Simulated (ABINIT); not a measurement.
# SrTiO3 (Tausonite): making up for missing bands

Can a closure trick stand in for empty bands in GW on SrTiO3 (Tausonite)?

Program: ABINIT 10.8.3. Level of theory: PBE and many-body steps on it, plane waves. Values are calculated unless marked as measured.

### 1. Set-up

The structure is cubic, space group Pm-3m (No. 221). The conventional cell has a = 3.905 Å, b = 3.905 Å, c = 3.905 Å, α = 90.00°, β = 90.00°, γ = 90.00°. Nearest to Sr lie 12 O at 2.76 Å. Ti has 6 O at 1.95 Å nearest. Nearest to O lie 2 Ti at 1.95 Å and 4 Sr at 2.76 Å. Farther neighbours, and contacts between anions beyond the nearest, are not listed.

The cell and positions come from the Crystallography Open Database and are kept as given unless a step says otherwise.

### 2. Empty states on the mesh, 4×4×4 mesh, 205 bands

This step: ABINIT 10.8.3; DFT, PBE, plane waves, norm-conserving pseudopotentials.

The sums over transitions need many empty states on a uniform mesh; this step solves for them.

File run.abi:

```
acell 3*1.0 Angstrom
rprim 
  3.905280000000 0.000000000000 0.000000000000
  0.000000000000 3.905280000000 0.000000000000
  0.000000000000 0.000000000000 3.905280000000
ntypat 3
znucl 38 22 8
natom 5
typat 1 2 3 3 3
xred 
  0.500000000000 0.500000000000 0.500000000000
  0.000000000000 0.000000000000 0.000000000000
  0.500000000000 0.000000000000 0.000000000000
  0.000000000000 0.500000000000 0.000000000000
  0.000000000000 0.000000000000 0.500000000000
pp_dirpath "pseudos"
pseudos "Sr.upf, Ti.upf, O.upf"
ecut 38
ngkpt 4 4 4
nshiftk 1
shiftk 0 0 0
kptopt 1
chksymbreak 0
irdden 1
istwfk *1
nband 205
prtvol 0
optdriver 6
gwr_task "HDIAGO"
paral_kgb 0
occopt 1
indata_prefix "in"
outdata_prefix "out"
tmpdata_prefix "tmp"
```

Started as:

```
OMP_NUM_THREADS=1 mpirun -n 4 abinit run.abi > log
```

Standard output:

```text
.Version 10.8.3 of ABINIT. v10.8.2 released Aug 2026.

 Symmetries : space group Pm -3 m (#221); Bravais cP (primitive cubic)
[... echo of the input left out ...]
== DATASET  1 ==================================================================
-   mpi_nproc: 4, omp_nthreads: 1 (-1 if OMP is not activated)

--- !DatasetInfo
iteration_state: {dtset: 1, }
dimensions: {natom: 5, nkpt: 10, mband: 205, nsppol: 1, nspinor: 1, nspden: 1, mpw: 4632, }
cutoff_energies: {ecut:  38.0, pawecutdg:  -1.0, }
[...]
Indirect band gap semiconductor
 Fundamental gap:     1.908 (eV)
   VBM:     6.925 (eV) at k: [ 5.0000E-01,  5.0000E-01,  5.0000E-01]
   CBM:     8.833 (eV) at k: [ 0.0000E+00,  0.0000E+00,  0.0000E+00]
 Direct gap:         2.263 (eV) at k: [ 0.0000E+00,  0.0000E+00,  0.0000E+00]

== END DATASET(S) ==============================================================
================================================================================

 -outvars: echo values of variables after computation  --------
           etotal      0.0000000000E+00
            nband         205
             nkpt          10
          spgroup         221
 [... the other variables as echoed above ...]

 Calculation completed.
```

The job ended after 3.1 min (4 MPI ranks of Arm Neoverse V1, shared host; peak memory 4.6 GiB).

Read from the output:

```
gap                                                           : 1.908 eV
k of the valence top                                          : 0.5, 0.5, 0.5
k of the conduction bottom                                    : 0, 0, 0
least direct gap                                              : 2.263 eV
k points computed                                             : 10
lowest point of the top converged band, above the valence top : 107.3398 eV
```

On this mesh the gap is 1.908 eV.

The density comes from a self-consistent run that is not shown.

### 3. Screening, 4×4×4 mesh, 197 bands, screening to 190.5 eV

The RPA dielectric matrix is built and inverted for each q.

This step: RPA screening on PBE, plane waves, norm-conserving pseudopotentials.

Edit run.abi of step 2 so:

```diff
@@ -23,10 +23,11 @@
 chksymbreak 0
-irdden 1
 istwfk *1
-nband 205
-prtvol 0
-optdriver 6
-gwr_task "HDIAGO"
-paral_kgb 0
 occopt 1
+irdwfk 1
+optdriver 3
+nband 197
+ecuteps 7
+inclvkb 2
+awtr 1
+symchi 1
 indata_prefix "in"
```

Standard output:

```text
.Version 10.8.3 of ABINIT. v10.8.2 released Aug 2026.

 Symmetries : space group Pm -3 m (#221); Bravais cP (primitive cubic)
[... echo of the input left out ...]
== DATASET  1 ==================================================================
-   mpi_nproc: 4, omp_nthreads: 1 (-1 if OMP is not activated)

--- !DatasetInfo
iteration_state: {dtset: 1, }
dimensions: {natom: 5, nkpt: 10, mband: 197, nsppol: 1, nspinor: 1, nspden: 1, mpw: 4632, }
cutoff_energies: {ecut:  38.0, pawecutdg:  -1.0, }
electrons: {nelect:   4.00000000E+01, charge:   0.00000000E+00, occopt:   1.00000000E+00, tsmear:   1.00000000E-02, }

 SCREENING: Calculation of the susceptibility and dielectric matrices

 Based on a program developped by R.W. Godby, V. Olevano, G. Onida, and L. Reining.
 Incorporated in ABINIT by V. Olevano, G.-M. Rignanese, and M. Torrent.
.Using double precision arithmetic ; gwpc =  8

[... cell and pseudopotentials left out ...]
--------------------------------------------------------------------------------

 ==== K-mesh for the wavefunctions ====
 Number of points in the irreducible wedge :    10
[... list of points left out ...]
 Together with 48 symmetry operations and time-reversal symmetry
 yields    64 points in the full Brillouin Zone.

 ==== Q-mesh for the screening function ====
 Number of points in the irreducible wedge :    10
[... list of points left out ...]
 Together with 48 symmetry operations and time-reversal symmetry
 yields    64 points in the full Brillouin Zone.

 setmesh: FFT mesh size selected  =    30x   30x   30
          total number of points  =        27000

 vcoul_init : cutoff-mode = AUXILIARY_FUNCTION
 q-points for optical limit:   1
     1)      0.000010    0.000020    0.000030

- screening: taking advantage of time-reversal symmetry
- Maximum band index for partially occupied states nbvw = 20
- Remaining bands to be divided among processors   nbcw = 177
- Number of bands treated by each node ~44

 Number of electrons calculated from density =   40.0000; Expected =   40.0000
 average of density, n =  0.099519
 r_s =    1.3387
 omega_plasma =   30.4305 [eV]

 calculating chi0 at frequencies [eV] :
  1    0.000000E+00    0.000000E+00
  2    0.000000E+00    3.043050E+01

--------------------------------------------------------------------------------
  q-point number  1        q = ( 0.000000, 0.000000, 0.000000) [r.l.u.]
--------------------------------------------------------------------------------
[... chi0 elements left out ...]
 For q-point:  0.000010 0.000020 0.000030
  dielectric constant =   6.3915
  dielectric constant without local fields =   6.7756

  Average fulfillment of the sum rule on Im[epsilon] for q-point    1 :     75.07  [%]
[... wings left out ...]
  q-point number  2        q = ( 0.250000, 0.000000, 0.000000) [r.l.u.]
--------------------------------------------------------------------------------
[... chi0 elements left out ...]
  Average fulfillment of the sum rule on Im[epsilon] for q-point    2 :     83.03  [%]

 [... 8 further q-points ...]
```

The job ended after 3.2 min (4 MPI ranks; peak memory 1.6 GiB; 13 min of CPU time).

Read from the output:

- ε∞ with local fields, on this mesh: 6.391
- ε∞ without local fields, on this mesh: 6.776
- plasma frequency: 30.43 eV
- plane waves in the screening matrix: 365

Local fields lower ε∞ by 6 %. On a Γ-centred mesh this coarse the value itself is usually too large, while a short band sum pulls it down.

### 4. 197 bands

The self-energy is evaluated for the states that the input lists, and the quasiparticle equation is solved.

This step: G0W0 on PBE, plane waves, norm-conserving pseudopotentials.

Edit run.abi of step 3 so:

```diff
@@ -26,8 +26,17 @@
 irdwfk 1
-optdriver 3
+optdriver 4
 nband 197
+gwcalctyp 0
+ecutsigx 38
+symsigma 1
+nkptgw 2
+kptgw 
+  0.5000000000 0.5000000000 0.5000000000
+  0.0000000000 0.0000000000 0.0000000000
+bdgw 
+  18 23
+  18 23
 ecuteps 7
-inclvkb 2
-awtr 1
-symchi 1
+irdscr 1
+ppmodel 1
 indata_prefix "in"
```

Standard output:

```text
.Version 10.8.3 of ABINIT. v10.8.2 released Aug 2026.

 Symmetries : space group Pm -3 m (#221); Bravais cP (primitive cubic)
[... echo of the input left out ...]
== DATASET  1 ==================================================================
-   mpi_nproc: 4, omp_nthreads: 1 (-1 if OMP is not activated)

--- !DatasetInfo
iteration_state: {dtset: 1, }
dimensions: {natom: 5, nkpt: 10, mband: 197, nsppol: 1, nspinor: 1, nspden: 1, mpw: 4632, }
cutoff_energies: {ecut:  38.0, pawecutdg:  -1.0, }
electrons: {nelect:   4.00000000E+01, charge:   0.00000000E+00, occopt:   1.00000000E+00, tsmear:   1.00000000E-02, }

 SIGMA: Calculation of the GW corrections

 Based on a program developped by R.W. Godby, V. Olevano, G. Onida, and L. Reining.
 Incorporated in ABINIT by V. Olevano, G.-M. Rignanese, and M. Torrent.
.Using double precision arithmetic ; gwpc =  8

[... cell and pseudopotentials left out ...]
--------------------------------------------------------------------------------

 ==== K-mesh for the wavefunctions ====
 Number of points in the irreducible wedge :    10
[... list of points left out ...]
 Together with 48 symmetry operations and time-reversal symmetry
 yields    64 points in the full Brillouin Zone.

 ==== Q-mesh for screening function ====
 Number of points in the irreducible wedge :    10
[... list of points left out ...]
 Together with 48 symmetry operations and time-reversal symmetry
 yields    64 points in the full Brillouin Zone.

 vcoul_init : cutoff-mode = AUXILIARY_FUNCTION
 q-points for optical limit:   1
     1)      0.000010    0.000020    0.000030
 setmesh: FFT mesh size selected  =    45x   45x   45
          total number of points  =        91125

 Number of electrons calculated from density =   40.0000; Expected =   40.0000
 average of density, n =  0.099519
 r_s =    1.3387
 omega_plasma =   30.4305 [eV]

 === KS Band Gaps ===
  >>>> For spin  1
   Minimum direct gap =   2.2628 [eV], located at k-point      :   0.0000  0.0000  0.0000
   Fundamental gap    =   1.9077 [eV], Top of valence bands at :   0.5000  0.5000  0.5000
                                       Bottom of conduction at :   0.0000  0.0000  0.0000
 SIGMA fundamental parameters:
 PLASMON POLE MODEL  1
 number of plane-waves for SigmaX                 4457
 number of plane-waves for SigmaC and W            365
 number of plane-waves for wavefunctions          4457
 number of bands                                   197
 number of independent spin polarizations            1
 number of spinorial components                      1
 number of k-points in IBZ                          10
 number of q-points in IBZ                          10
 number of symmetry operations                      48
 number of k-points in BZ                           64
 number of q-points in BZ                           64
 number of frequencies for dSigma/dE                 9
 frequency step for dSigma/dE [eV]                0.25
 number of omega for Sigma on real axis              0
 max omega for Sigma on real axis  [eV]           0.00
 zcut for avoiding poles [eV]                     0.10

 EPSILON^-1 parameters (SCR file):
 dimension of the eps^-1 matrix on file            365
 dimension of the eps^-1 matrix used               365
 number of plane-waves for wavefunctions          4457
 number of bands                                   197
 number of q-points in IBZ                          10
 number of frequencies                               2
 number of real frequencies                          1
 number of imag frequencies                          1

 matrix elements of self-energy operator (all in [eV])

 Perturbative Calculation

--- !SelfEnergy_ee
iteration_state: {dtset: 1, }
kpoint     : [   0.500,    0.500,    0.500, ]
spin       : 1
KS_gap     :    4.517
QP_gap     :    6.363
Delta_QP_KS:    1.846
data: !SigmaeeData |
     Band     E0 <VxcDFT>   SigX SigC(E0)      Z dSigC/dE  Sig(E)    E-E0       E
       18   6.925 -20.195 -25.189   4.746   0.767  -0.305 -20.384  -0.190   6.736
       19   6.925 -20.195 -25.189   4.746   0.767  -0.305 -20.384  -0.190   6.736
       20   6.925 -20.195 -25.189   4.746   0.767  -0.305 -20.384  -0.190   6.736
       21  11.442 -21.983 -12.959  -6.731   0.722  -0.385 -20.327   1.656  13.098
       22  11.442 -21.983 -12.959  -6.731   0.722  -0.385 -20.327   1.656  13.098
       23  11.442 -21.983 -12.959  -6.731   0.722  -0.385 -20.327   1.656  13.098

--- !SelfEnergy_ee
iteration_state: {dtset: 1, }
kpoint     : [   0.000,    0.000,    0.000, ]
spin       : 1
KS_gap     :    2.263
QP_gap     :    3.853
Delta_QP_KS:    1.590
data: !SigmaeeData |
     Band     E0 <VxcDFT>   SigX SigC(E0)      Z dSigC/dE  Sig(E)    E-E0       E
[...]
21   8.833 -18.883 -11.450  -5.663   0.781  -0.281 -17.500   1.382  10.215
       22   8.833 -18.883 -11.450  -5.663   0.781  -0.281 -17.500   1.382  10.215
       23   8.833 -18.883 -11.450  -5.663   0.781  -0.281 -17.500   1.382  10.215

== END DATASET(S) ==============================================================
================================================================================

 -outvars: echo values of variables after computation  --------
           etotal      0.0000000000E+00
            nband         197
             nkpt          10
          spgroup         221
 [... the other variables as echoed above ...]

 Calculation completed.
```

Run time: 42 s. Hardware: 4 MPI ranks; peak memory 1.7 GiB.

Read from the output:

```yaml
g0w0_gap_on_the_mesh: 3.479 eV
starting_gap_on_the_mesh: 1.908 eV
k_of_the_valence_top: 0.5, 0.5, 0.5
k_of_the_conduction_bottom: 0, 0, 0
z_at_the_valence_top: 0.767
z_at_the_conduction_bottom: 0.781
least_direct_g0w0_gap_on_the_computed_points: 3.852 eV
```

The gap on the mesh goes from 1.91 eV to 3.48 eV, a correction of +1.57 eV.

### 5. Screening, 4×4×4 mesh, 35 bands, screening to 190.5 eV

This step: RPA screening on PBE, plane waves, norm-conserving pseudopotentials.

Edit run.abi of step 4 so:

```diff
@@ -26,17 +26,8 @@
 irdwfk 1
-optdriver 4
-nband 197
-gwcalctyp 0
-ecutsigx 38
-symsigma 1
-nkptgw 2
-kptgw 
-  0.5000000000 0.5000000000 0.5000000000
-  0.0000000000 0.0000000000 0.0000000000
-bdgw 
-  18 23
-  18 23
+optdriver 3
+nband 35
 ecuteps 7
-irdscr 1
-ppmodel 1
+inclvkb 2
+awtr 1
+symchi 1
 indata_prefix "in"
```

Standard output:

```text
.Version 10.8.3 of ABINIT. v10.8.2 released Aug 2026.

 Symmetries : space group Pm -3 m (#221); Bravais cP (primitive cubic)
[... echo of the input left out ...]
== DATASET  1 ==================================================================
-   mpi_nproc: 4, omp_nthreads: 1 (-1 if OMP is not activated)

--- !DatasetInfo
iteration_state: {dtset: 1, }
dimensions: {natom: 5, nkpt: 10, mband: 35, nsppol: 1, nspinor: 1, nspden: 1, mpw: 4632, }
cutoff_energies: {ecut:  38.0, pawecutdg:  -1.0, }
electrons: {nelect:   4.00000000E+01, charge:   0.00000000E+00, occopt:   1.00000000E+00, tsmear:   1.00000000E-02, }

 SCREENING: Calculation of the susceptibility and dielectric matrices

 Based on a program developped by R.W. Godby, V. Olevano, G. Onida, and L. Reining.
 Incorporated in ABINIT by V. Olevano, G.-M. Rignanese, and M. Torrent.
.Using double precision arithmetic ; gwpc =  8

[... cell and pseudopotentials left out ...]
--------------------------------------------------------------------------------

 ==== K-mesh for the wavefunctions ====
 Number of points in the irreducible wedge :    10
[... list of points left out ...]
 Together with 48 symmetry operations and time-reversal symmetry
 yields    64 points in the full Brillouin Zone.

 ==== Q-mesh for the screening function ====
 Number of points in the irreducible wedge :    10
[... list of points left out ...]
 Together with 48 symmetry operations and time-reversal symmetry
 yields    64 points in the full Brillouin Zone.

 setmesh: FFT mesh size selected  =    30x   30x   30
          total number of points  =        27000

 vcoul_init : cutoff-mode = AUXILIARY_FUNCTION
 q-points for optical limit:   1
     1)      0.000010    0.000020    0.000030

- screening: taking advantage of time-reversal symmetry
- Maximum band index for partially occupied states nbvw = 20
- Remaining bands to be divided among processors   nbcw = 15
- Number of bands treated by each node ~3

 Number of electrons calculated from density =   40.0000; Expected =   40.0000
 average of density, n =  0.099519
 r_s =    1.3387
 omega_plasma =   30.4305 [eV]

 calculating chi0 at frequencies [eV] :
  1    0.000000E+00    0.000000E+00
  2    0.000000E+00    3.043050E+01

--------------------------------------------------------------------------------
  q-point number  1        q = ( 0.000000, 0.000000, 0.000000) [r.l.u.]
--------------------------------------------------------------------------------
[... chi0 elements left out ...]
 For q-point:  0.000010 0.000020 0.000030
  dielectric constant =   6.1443
  dielectric constant without local fields =   6.4299

  Average fulfillment of the sum rule on Im[epsilon] for q-point    1 :     18.73  [%]
[... wings left out ...]
  q-point number  2        q = ( 0.250000, 0.000000, 0.000000) [r.l.u.]
--------------------------------------------------------------------------------
[... chi0 elements left out ...]
  Average fulfillment of the sum rule on Im[epsilon] for q-point    2 :     38.57  [%]

 [... 8 further q-points ...]
```

Elapsed: 20 s, on 4 MPI ranks; peak memory 0.9 GiB.

This step gave:

| Quantity | Value |
| --- | --- |
| ε∞ with local fields, on this mesh | 6.144 |
| ε∞ without local fields, on this mesh | 6.430 |
| plasma frequency | 30.43 eV |
| plane waves in the screening matrix | 365 |

[end of part 1 of 2]

[Long decimals in the printed logs are rounded to 6 places.]

[Logs are printed without paths, hosts, clocks, repeated set-up lines and the standing remarks that a program may print on its own settings, such as how far it seeks lower states.]

[Paths, hosts, dates, memory and timing lines, banners, echoed tables and standing remarks are left out of the program output; an Ansatz launch command may be rebuilt from the run's recorded settings. Measured values are a selection of at most five: reports struck by readers or far from the other reports are left out. None is set beside runs whose start may be inverted or whose files or cutoffs have a known fault.]

[Runs of the session that timed out or met a known fault of the program may be left out.]

[Hosts, paths, dates, database ids (printed as entryN), source tags and the programs' standing remarks are cut or masked in the printed files.]

[G0W0 gaps are taken among the corrected bands and points alone; a level outside them can change the order at an edge.]

[Where Ansatz stands beside ABINIT at settings called matched, ABINIT's density can come from a denser mesh and the files from another edition; pairs whose starting gaps differed by over 0.03 eV were left out, so agreement reads better than it is.]
